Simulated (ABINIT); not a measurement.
**SnO2 (Cassiterite): G0W0 on several meshes in ABINIT**

Wanted: mesh dependence and cost of G0W0 for SnO2 (Cassiterite).

Main program and level: ABINIT 10.8.3; PBE and many-body steps on it, plane waves.

## (1) Starting point

Symmetry: P4_2/mnm, No. 136, tetragonal system. The conventional cell has a = 4.738 Å, b = 4.738 Å, c = 3.187 Å, α = 90.00°, β = 90.00°, γ = 90.00°. Sn has 6 O at 2.05 to 2.06 Å nearest. Nearest to O lie 3 Sn at 2.05 to 2.06 Å. Farther neighbours and most contacts between anions are not listed.

The cell and positions come from the Crystallography Open Database and are kept as given unless a step says otherwise.

## (2) Empty states on the mesh, 2×2×4 mesh, 436 bands

This step: ABINIT 10.8.3; DFT, PBE, plane waves, norm-conserving pseudopotentials.

The sums over transitions need many empty states on a uniform mesh; this step solves for them.

Contents of run.abi:

```
acell 3*1.0 Angstrom
rprim 
  4.738000000000 0.000000000000 0.000000000000
  0.000000000000 4.738000000000 0.000000000000
  0.000000000000 0.000000000000 3.186500000000
ntypat 2
znucl 50 8
natom 6
typat 1 1 2 2 2 2
xred 
  0.000000000000 0.000000000000 0.000000000000
  0.500000000000 0.500000000000 0.500000000000
  0.307100000000 0.307100000000 0.000000000000
  0.192900000000 0.807100000000 0.500000000000
  0.692900000000 0.692900000000 0.000000000000
  0.807100000000 0.192900000000 0.500000000000
pp_dirpath "pseudos"
pseudos "Sn.upf, O.upf"
ecut 42
ngkpt 2 2 4
nshiftk 1
shiftk 0 0 0
kptopt 1
chksymbreak 0
iscf -2
irdden 1
istwfk *1
nband 436
nbdbuf 38
tolwfr 1e-09
nstep 60
prtvol 0
indata_prefix "in"
outdata_prefix "out"
tmpdata_prefix "tmp"
```

On the command line:

```console
$ OMP_NUM_THREADS=1 mpirun -n 8 abinit run.abi > log
```

Numbers of over 12 decimals in the logs are rounded to 6 here.

Log:

```text
.Version 10.8.3 of ABINIT. v10.8.2 released Aug 2026.

 Symmetries : space group P4_2/m n m (#136); Bravais tP (primitive tetrag.)
[... echo of the input left out ...]
== DATASET  1 ==================================================================
-   mpi_nproc: 8, omp_nthreads: 1 (-1 if OMP is not activated)
-    --> not optimal distribution: autoparal keyword recommended in input file <--

--- !DatasetInfo
iteration_state: {dtset: 1, }
dimensions: {natom: 6, nkpt: 9, mband: 436, nsppol: 1, nspinor: 1, nspden: 1, mpw: 6312, }
cutoff_energies: {ecut:  42.0, pawecutdg:  -1.0, }
[...]
6.39892    6.41270    6.44426    6.44427    6.45116    6.45904    6.47202    6.48152
   6.51990    6.52060    6.53492    6.56541    6.56678    6.57215    6.57410    6.57576
   6.58024    6.58210    6.58942    6.59997
 prteigrs : prtvol=0 or 1, do not print more k-points.

== END DATASET(S) ==============================================================
================================================================================

 -outvars: echo values of variables after computation  --------
            nband         436
             nkpt           9
          spgroup         136
 [... the other variables as echoed above ...]

 Calculation completed.
```

The job ended after 7.5 min (8 MPI ranks of Arm Neoverse V1, shared host; peak memory 0.94 GiB).

Numbers from this step:

| Item | Value |
| --- | --- |
| gap | 1.284 eV |
| k of the valence top | 0, 0, 0 |
| k of the conduction bottom | 0, 0, 0 |
| least direct gap | 1.284 eV |
| k points computed | 9 |
| lowest point of the top converged band, above the valence top | 158.8982 eV |

On this mesh the gap is 1.284 eV.

The density comes from a self-consistent run that is not shown.

## (3) Screening, 2×2×4 mesh, 106 bands, screening to 93.3 eV

The RPA dielectric matrix is built and inverted for each q.

This step: RPA screening on PBE, plane waves, norm-conserving pseudopotentials.

Changes to run.abi since step 2:

```diff
@@ -24,10 +24,11 @@
 chksymbreak 0
-iscf -2
-irdden 1
 istwfk *1
-nband 436
-nbdbuf 38
-tolwfr 1e-09
-nstep 60
-prtvol 0
+occopt 1
+irdwfk 1
+optdriver 3
+nband 106
+ecuteps 3.43
+inclvkb 2
+awtr 1
+symchi 1
 indata_prefix "in"
```

Log:

```text
.Version 10.8.3 of ABINIT. v10.8.2 released Aug 2026.

 Symmetries : space group P4_2/m n m (#136); Bravais tP (primitive tetrag.)
[... echo of the input left out ...]
== DATASET  1 ==================================================================
-   mpi_nproc: 8, omp_nthreads: 1 (-1 if OMP is not activated)

--- !DatasetInfo
iteration_state: {dtset: 1, }
dimensions: {natom: 6, nkpt: 9, mband: 106, nsppol: 1, nspinor: 1, nspden: 1, mpw: 6312, }
cutoff_energies: {ecut:  42.0, pawecutdg:  -1.0, }
electrons: {nelect:   6.80000000E+01, charge:   0.00000000E+00, occopt:   1.00000000E+00, tsmear:   1.00000000E-02, }

 SCREENING: Calculation of the susceptibility and dielectric matrices

 Based on a program developped by R.W. Godby, V. Olevano, G. Onida, and L. Reining.
 Incorporated in ABINIT by V. Olevano, G.-M. Rignanese, and M. Torrent.
.Using double precision arithmetic ; gwpc =  8

[... cell and pseudopotentials left out ...]
--------------------------------------------------------------------------------

 ==== K-mesh for the wavefunctions ====
 Number of points in the irreducible wedge :     9
[... list of points left out ...]
 Together with 16 symmetry operations and time-reversal symmetry
 yields    16 points in the full Brillouin Zone.

 ==== Q-mesh for the screening function ====
 Number of points in the irreducible wedge :     9
[... list of points left out ...]
 Together with 16 symmetry operations and time-reversal symmetry
 yields    16 points in the full Brillouin Zone.

 setmesh: FFT mesh size selected  =    36x   36x   24
          total number of points  =        31104

 vcoul_init : cutoff-mode = AUXILIARY_FUNCTION
 q-points for optical limit:   1
     1)      0.000010    0.000020    0.000030

- screening: taking advantage of time-reversal symmetry
- Maximum band index for partially occupied states nbvw = 34
- Remaining bands to be divided among processors   nbcw = 72
- Number of bands treated by each node ~9

 Number of electrons calculated from density =   68.0000; Expected =   68.0000
 average of density, n =  0.140867
 r_s =    1.1923
 omega_plasma =   36.2043 [eV]

 calculating chi0 at frequencies [eV] :
  1    0.000000E+00    0.000000E+00
  2    0.000000E+00    3.620427E+01

--------------------------------------------------------------------------------
  q-point number  1        q = ( 0.000000, 0.000000, 0.000000) [r.l.u.]
--------------------------------------------------------------------------------
[... chi0 elements left out ...]
 For q-point:  0.000010 0.000020 0.000030
  dielectric constant =   5.1382
  dielectric constant without local fields =   5.3463

  Average fulfillment of the sum rule on Im[epsilon] for q-point    1 :     42.47  [%]
[... wings left out ...]
  q-point number  2        q = ( 0.500000, 0.000000, 0.000000) [r.l.u.]
--------------------------------------------------------------------------------
[... chi0 elements left out ...]
  Average fulfillment of the sum rule on Im[epsilon] for q-point    2 :     51.23  [%]

 [... 7 further q-points ...]
```

Wall time 32 s (8 MPI ranks); peak memory 2.5 GiB.

This step gave:

| Quantity | Value |
| --- | --- |
| ε∞ with local fields, on this mesh, along the program's q direction | 5.138 |
| the same without local fields | 5.346 |
| plasma frequency | 36.20 eV |
| plane waves in the screening matrix | 161 |

Local fields lower ε∞ by 4 %. On a Γ-centred mesh this coarse the value itself is usually too large, while a short band sum pulls it down.

## (4) 2×2×4

The self-energy is evaluated for the states that the input lists, and the levels follow from it, in one-shot runs by the linearised quasiparticle equation.

This step: G0W0 on PBE, plane waves, norm-conserving pseudopotentials.

Changes to run.abi since step 3:

```diff
@@ -27,8 +27,25 @@
 irdwfk 1
-optdriver 3
+optdriver 4
 nband 106
+gwcalctyp 0
+ecutsigx 42
+symsigma 1
+nkptgw 6
+kptgw 
+  0.0000000000 0.0000000000 0.0000000000
+  0.5000000000 0.0000000000 0.0000000000
+  0.5000000000 0.5000000000 0.0000000000
+  0.0000000000 0.0000000000 0.5000000000
+  0.5000000000 0.0000000000 0.5000000000
+  0.5000000000 0.5000000000 0.5000000000
+bdgw 
+  32 36
+  33 36
+  33 36
+  33 36
+  33 36
+  33 36
 ecuteps 3.43
-inclvkb 2
-awtr 1
-symchi 1
+irdscr 1
+ppmodel 1
 indata_prefix "in"
```

Log:

```text
.Version 10.8.3 of ABINIT. v10.8.2 released Aug 2026.

 Symmetries : space group P4_2/m n m (#136); Bravais tP (primitive tetrag.)
[... echo of the input left out ...]
== DATASET  1 ==================================================================
-   mpi_nproc: 8, omp_nthreads: 1 (-1 if OMP is not activated)

--- !DatasetInfo
iteration_state: {dtset: 1, }
dimensions: {natom: 6, nkpt: 9, mband: 106, nsppol: 1, nspinor: 1, nspden: 1, mpw: 6312, }
cutoff_energies: {ecut:  42.0, pawecutdg:  -1.0, }
electrons: {nelect:   6.80000000E+01, charge:   0.00000000E+00, occopt:   1.00000000E+00, tsmear:   1.00000000E-02, }

 SIGMA: Calculation of the GW corrections

 Based on a program developped by R.W. Godby, V. Olevano, G. Onida, and L. Reining.
 Incorporated in ABINIT by V. Olevano, G.-M. Rignanese, and M. Torrent.
.Using double precision arithmetic ; gwpc =  8

[... cell and pseudopotentials left out ...]
--------------------------------------------------------------------------------

 ==== K-mesh for the wavefunctions ====
 Number of points in the irreducible wedge :     9
[... list of points left out ...]
 Together with 16 symmetry operations and time-reversal symmetry
 yields    16 points in the full Brillouin Zone.

 ==== Q-mesh for screening function ====
 Number of points in the irreducible wedge :     9
[... list of points left out ...]
 Together with 16 symmetry operations and time-reversal symmetry
 yields    16 points in the full Brillouin Zone.

 vcoul_init : cutoff-mode = AUXILIARY_FUNCTION
 q-points for optical limit:   1
     1)      0.000010    0.000020    0.000030
 setmesh: FFT mesh size selected  =    54x   54x   36
          total number of points  =       104976

 Number of electrons calculated from density =   68.0000; Expected =   68.0000
 average of density, n =  0.140867
 r_s =    1.1923
 omega_plasma =   36.2043 [eV]

 === KS Band Gaps ===
  >>>> For spin  1
   Minimum direct gap =   1.2836 [eV], located at k-point      :   0.0000  0.0000  0.0000
   Fundamental gap    =   1.2836 [eV], Top of valence bands at :   0.0000  0.0000  0.0000
                                       Bottom of conduction at :   0.0000  0.0000  0.0000
 SIGMA fundamental parameters:
 PLASMON POLE MODEL  1
 number of plane-waves for SigmaX                 6273
 number of plane-waves for SigmaC and W            161
 number of plane-waves for wavefunctions          6273
 number of bands                                   106
 number of independent spin polarizations            1
 number of spinorial components                      1
 number of k-points in IBZ                           9
 number of q-points in IBZ                           9
 number of symmetry operations                      16
 number of k-points in BZ                           16
 number of q-points in BZ                           16
 number of frequencies for dSigma/dE                 9
 frequency step for dSigma/dE [eV]                0.25
 number of omega for Sigma on real axis              0
 max omega for Sigma on real axis  [eV]           0.00
 zcut for avoiding poles [eV]                     0.10

 EPSILON^-1 parameters (SCR file):
 dimension of the eps^-1 matrix on file            161
 dimension of the eps^-1 matrix used               161
 number of plane-waves for wavefunctions          6273
 number of bands                                   106
 number of q-points in IBZ                           9
 number of frequencies                               2
 number of real frequencies                          1
 number of imag frequencies                          1

 matrix elements of self-energy operator (all in [eV])

 Perturbative Calculation

--- !SelfEnergy_ee
iteration_state: {dtset: 1, }
kpoint     : [   0.000,    0.000,    0.000, ]
spin       : 1
KS_gap     :    1.284
QP_gap     :    2.652
Delta_QP_KS:    1.368
data: !SigmaeeData |
     Band     E0 <VxcDFT>   SigX SigC(E0)      Z dSigC/dE  Sig(E)    E-E0       E
       32   6.013 -20.019 -25.554   5.238   0.794  -0.259 -20.255  -0.236   5.777
       33   6.013 -20.019 -25.554   5.238   0.794  -0.259 -20.255  -0.236   5.777
       34   6.777 -20.354 -26.147   5.497   0.794  -0.260 -20.589  -0.235   6.542
       35   8.061 -16.496 -12.268  -2.888   0.846  -0.183 -15.363   1.133   9.194
       36  12.920 -16.300 -10.641  -3.621   0.840  -0.190 -14.587   1.713  14.632

--- !SelfEnergy_ee
iteration_state: {dtset: 1, }
kpoint     : [   0.500,    0.000,    0.000, ]
spin       : 1
KS_gap     :    5.069
QP_gap     :    6.967
Delta_QP_KS:    1.898
data: !SigmaeeData |
     Band     E0 <VxcDFT>   SigX SigC(E0)      Z dSigC/dE  Sig(E)    E-E0       E
       33   6.148 -19.923 -25.544   5.269   0.795  -0.258 -20.203  -0.280   5.867
[...]
--- !SelfEnergy_ee
iteration_state: {dtset: 1, }
kpoint     : [   0.500,    0.500,    0.000, ]
spin       : 1
KS_gap     :    5.725
QP_gap     :    7.904
Delta_QP_KS:    2.180
data: !SigmaeeData |
     Band     E0 <VxcDFT>   SigX SigC(E0)      Z dSigC/dE  Sig(E)    E-E0       E
[...]
--- !SelfEnergy_ee
iteration_state: {dtset: 1, }
kpoint     : [   0.000,    0.000,    0.500, ]
spin       : 1
KS_gap     :    7.473
QP_gap     :   10.097
Delta_QP_KS:    2.623
data: !SigmaeeData |
     Band     E0 <VxcDFT>   SigX SigC(E0)      Z dSigC/dE  Sig(E)    E-E0       E
[...]
--- !SelfEnergy_ee
iteration_state: {dtset: 1, }
kpoint     : [   0.500,    0.000,    0.500, ]
spin       : 1
KS_gap     :    7.199
QP_gap     :    9.473
Delta_QP_KS:    2.274
data: !SigmaeeData |
     Band     E0 <VxcDFT>   SigX SigC(E0)      Z dSigC/dE  Sig(E)    E-E0       E
[...]
--- !SelfEnergy_ee
iteration_state: {dtset: 1, }
kpoint     : [   0.500,    0.500,    0.500, ]
spin       : 1
KS_gap     :    5.756
QP_gap     :    7.859
Delta_QP_KS:    2.103
data: !SigmaeeData |
     Band     E0 <VxcDFT>   SigX SigC(E0)      Z dSigC/dE  Sig(E)    E-E0       E
[...]
34   5.951 -19.569 -25.632   5.560   0.791  -0.263 -19.968  -0.399   5.552
       35  11.707 -17.029 -11.679  -3.323   0.841  -0.189 -15.325   1.705  13.412
       36  11.707 -17.029 -11.679  -3.323   0.841  -0.189 -15.325   1.705  13.412

== END DATASET(S) ==============================================================
================================================================================

 -outvars: echo values of variables after computation  --------
           etotal      0.0000000000E+00
            nband         106
             nkpt           9
          spgroup         136
 [... the other variables as echoed above ...]

 Calculation completed.
```

Elapsed: 9.9 s, on 8 MPI ranks; peak memory 1.6 GiB; 78 s of CPU time.

This step gave:

```
G0W0 gap on the mesh                         : 2.652 eV
starting gap on the mesh                     : 1.284 eV
k of the valence top                         : 0, 0, 0
k of the conduction bottom                   : 0, 0, 0
Z at the valence top                         : 0.794
Z at the conduction bottom                   : 0.846
least direct G0W0 gap on the computed points : 2.652 eV
```

The gap on the mesh goes from 1.28 eV to 2.65 eV, a correction of +1.37 eV.

## (5) Empty states on the mesh, 2×2×2 mesh, 116 bands

This step: DFT, PBE, plane waves, norm-conserving pseudopotentials.

Contents of run.abi:

```
acell 3*1.0 Angstrom
rprim 
  4.738000000000 0.000000000000 0.000000000000
  0.000000000000 4.738000000000 0.000000000000
  0.000000000000 0.000000000000 3.186500000000
ntypat 2
znucl 50 8
natom 6
typat 1 1 2 2 2 2
xred 
  0.000000000000 0.000000000000 0.000000000000
  0.500000000000 0.500000000000 0.500000000000
  0.307100000000 0.307100000000 0.000000000000
  0.192900000000 0.807100000000 0.500000000000
  0.692900000000 0.692900000000 0.000000000000
  0.807100000000 0.192900000000 0.500000000000
pp_dirpath "pseudos"
pseudos "Sn.upf, O.upf"
ecut 42
ngkpt 2 2 2
nshiftk 1
shiftk 0 0 0
kptopt 1
chksymbreak 0
iscf -2
irdden 1
istwfk *1
nband 116
nbdbuf 10
tolwfr 1e-09
nstep 60
prtvol 0
indata_prefix "in"
outdata_prefix "out"
tmpdata_prefix "tmp"
```

On the command line:

```console
$ OMP_NUM_THREADS=1 mpirun -n 6 abinit run.abi > log
```

Log:

```text
.Version 10.8.3 of ABINIT. v10.8.2 released Aug 2026.

 Symmetries : space group P4_2/m n m (#136); Bravais tP (primitive tetrag.)
[... echo of the input left out ...]
== DATASET  1 ==================================================================
-   mpi_nproc: 6, omp_nthreads: 1 (-1 if OMP is not activated)

--- !DatasetInfo
iteration_state: {dtset: 1, }
dimensions: {natom: 6, nkpt: 6, mband: 116, nsppol: 1, nspinor: 1, nspden: 1, mpw: 6312, }
cutoff_energies: {ecut:  42.0, pawecutdg:  -1.0, }
[...]
2.02430    2.03781    2.05649    2.08814    2.08964    2.09067    2.09067    2.14021
   2.16829    2.18158    2.18158    2.19235    2.23256    2.25130    2.29754    2.29754
   2.33279    2.34352    2.34355    2.37401
 prteigrs : prtvol=0 or 1, do not print more k-points.

== END DATASET(S) ==============================================================
================================================================================

 -outvars: echo values of variables after computation  --------
            nband         116
             nkpt           6
          spgroup         136
 [... the other variables as echoed above ...]

 Calculation completed.
```

Run time: 23 s. Hardware: 6 MPI ranks; peak memory 0.51 GiB; 2.3 min of CPU time.

This step gave:

| Item | Value |
| --- | --- |
| gap | 1.284 eV |
| k of the valence top | 0, 0, 0 |
| k of the conduction bottom | 0, 0, 0 |
| least direct gap | 1.284 eV |
| k points computed | 6 |
| lowest point of the top converged band, above the valence top | 49.73 eV |

On this mesh the gap is 1.284 eV.

## (6) Screening, 2×2×2 mesh, 106 bands, screening to 93.3 eV

This step: RPA screening on PBE, plane waves, norm-conserving pseudopotentials.

Changes to run.abi since step 5:

```diff
@@ -24,10 +24,11 @@
 chksymbreak 0
-iscf -2
-irdden 1
 istwfk *1
-nband 116
-nbdbuf 10
-tolwfr 1e-09
-nstep 60
-prtvol 0
+occopt 1
+irdwfk 1
+optdriver 3
+nband 106
+ecuteps 3.43
+inclvkb 2
+awtr 1
+symchi 1
 indata_prefix "in"
```

On the command line:

```console
$ OMP_NUM_THREADS=1 mpirun -n 8 abinit run.abi > log
```

Log:

```text
.Version 10.8.3 of ABINIT. v10.8.2 released Aug 2026.

 Symmetries : space group P4_2/m n m (#136); Bravais tP (primitive tetrag.)
[... echo of the input left out ...]
== DATASET  1 ==================================================================
-   mpi_nproc: 8, omp_nthreads: 1 (-1 if OMP is not activated)

--- !DatasetInfo
iteration_state: {dtset: 1, }
dimensions: {natom: 6, nkpt: 6, mband: 106, nsppol: 1, nspinor: 1, nspden: 1, mpw: 6312, }
cutoff_energies: {ecut:  42.0, pawecutdg:  -1.0, }
electrons: {nelect:   6.80000000E+01, charge:   0.00000000E+00, occopt:   1.00000000E+00, tsmear:   1.00000000E-02, }

 SCREENING: Calculation of the susceptibility and dielectric matrices

 Based on a program developped by R.W. Godby, V. Olevano, G. Onida, and L. Reining.
 Incorporated in ABINIT by V. Olevano, G.-M. Rignanese, and M. Torrent.
.Using double precision arithmetic ; gwpc =  8

[... cell and pseudopotentials left out ...]
--------------------------------------------------------------------------------

 ==== K-mesh for the wavefunctions ====
 Number of points in the irreducible wedge :     6
[... list of points left out ...]
 Together with 16 symmetry operations and time-reversal symmetry
 yields     8 points in the full Brillouin Zone.

 ==== Q-mesh for the screening function ====
 Number of points in the irreducible wedge :     6
[... list of points left out ...]
 Together with 16 symmetry operations and time-reversal symmetry
 yields     8 points in the full Brillouin Zone.

 setmesh: FFT mesh size selected  =    36x   36x   24
          total number of points  =        31104

 vcoul_init : cutoff-mode = AUXILIARY_FUNCTION
 q-points for optical limit:   1
     1)      0.000010    0.000020    0.000030

- screening: taking advantage of time-reversal symmetry
- Maximum band index for partially occupied states nbvw = 34
- Remaining bands to be divided among processors   nbcw = 72
- Number of bands treated by each node ~9

 Number of electrons calculated from density =   68.0000; Expected =   68.0000
 average of density, n =  0.140867
 r_s =    1.1923
 omega_plasma =   36.2043 [eV]

 calculating chi0 at frequencies [eV] :
  1    0.000000E+00    0.000000E+00
  2    0.000000E+00    3.620427E+01

--------------------------------------------------------------------------------
  q-point number  1        q = ( 0.000000, 0.000000, 0.000000) [r.l.u.]
--------------------------------------------------------------------------------
[... chi0 elements left out ...]
 For q-point:  0.000010 0.000020 0.000030
  dielectric constant =   6.8698
  dielectric constant without local fields =   7.1829

  Average fulfillment of the sum rule on Im[epsilon] for q-point    1 :     42.42  [%]
[... wings left out ...]
  q-point number  2        q = ( 0.500000, 0.000000, 0.000000) [r.l.u.]
--------------------------------------------------------------------------------
[... chi0 elements left out ...]
  Average fulfillment of the sum rule on Im[epsilon] for q-point    2 :     51.22  [%]

 [... 4 further q-points ...]
```

Wall time 17 s (8 MPI ranks); peak memory 1.9 GiB; 2.2 min of CPU time.

This step gave:

| Quantity | Value |
| --- | --- |
| ε∞ with local fields, on this mesh, along the program's q direction | 6.870 |
| the same without local fields | 7.183 |
| plasma frequency | 36.20 eV |
| plane waves in the screening matrix | 161 |

(Part 1 of 2 ends here.)

[Paths, hosts, dates, memory and timing lines, banners, echoed tables and standing remarks are left out of the program output.]

[Logs are printed without paths, hosts, clocks, repeated set-up lines and the standing remarks that a program may print on its own settings, such as how far it seeks lower states.]

[Runs of the session that timed out or met a known fault of the program may be left out.]

[Hosts, paths, dates, database ids (printed as entryN), source tags and the programs' standing remarks are cut or masked in the printed files.]

[G0W0 gaps are taken among the corrected bands and points alone; a level outside them can change the order at an edge.]

[Where Ansatz stands beside ABINIT at settings called matched, ABINIT's density can come from a denser mesh and the files from another edition; pairs whose starting gaps differed by over 0.03 eV were left out, so agreement reads better than it is.]
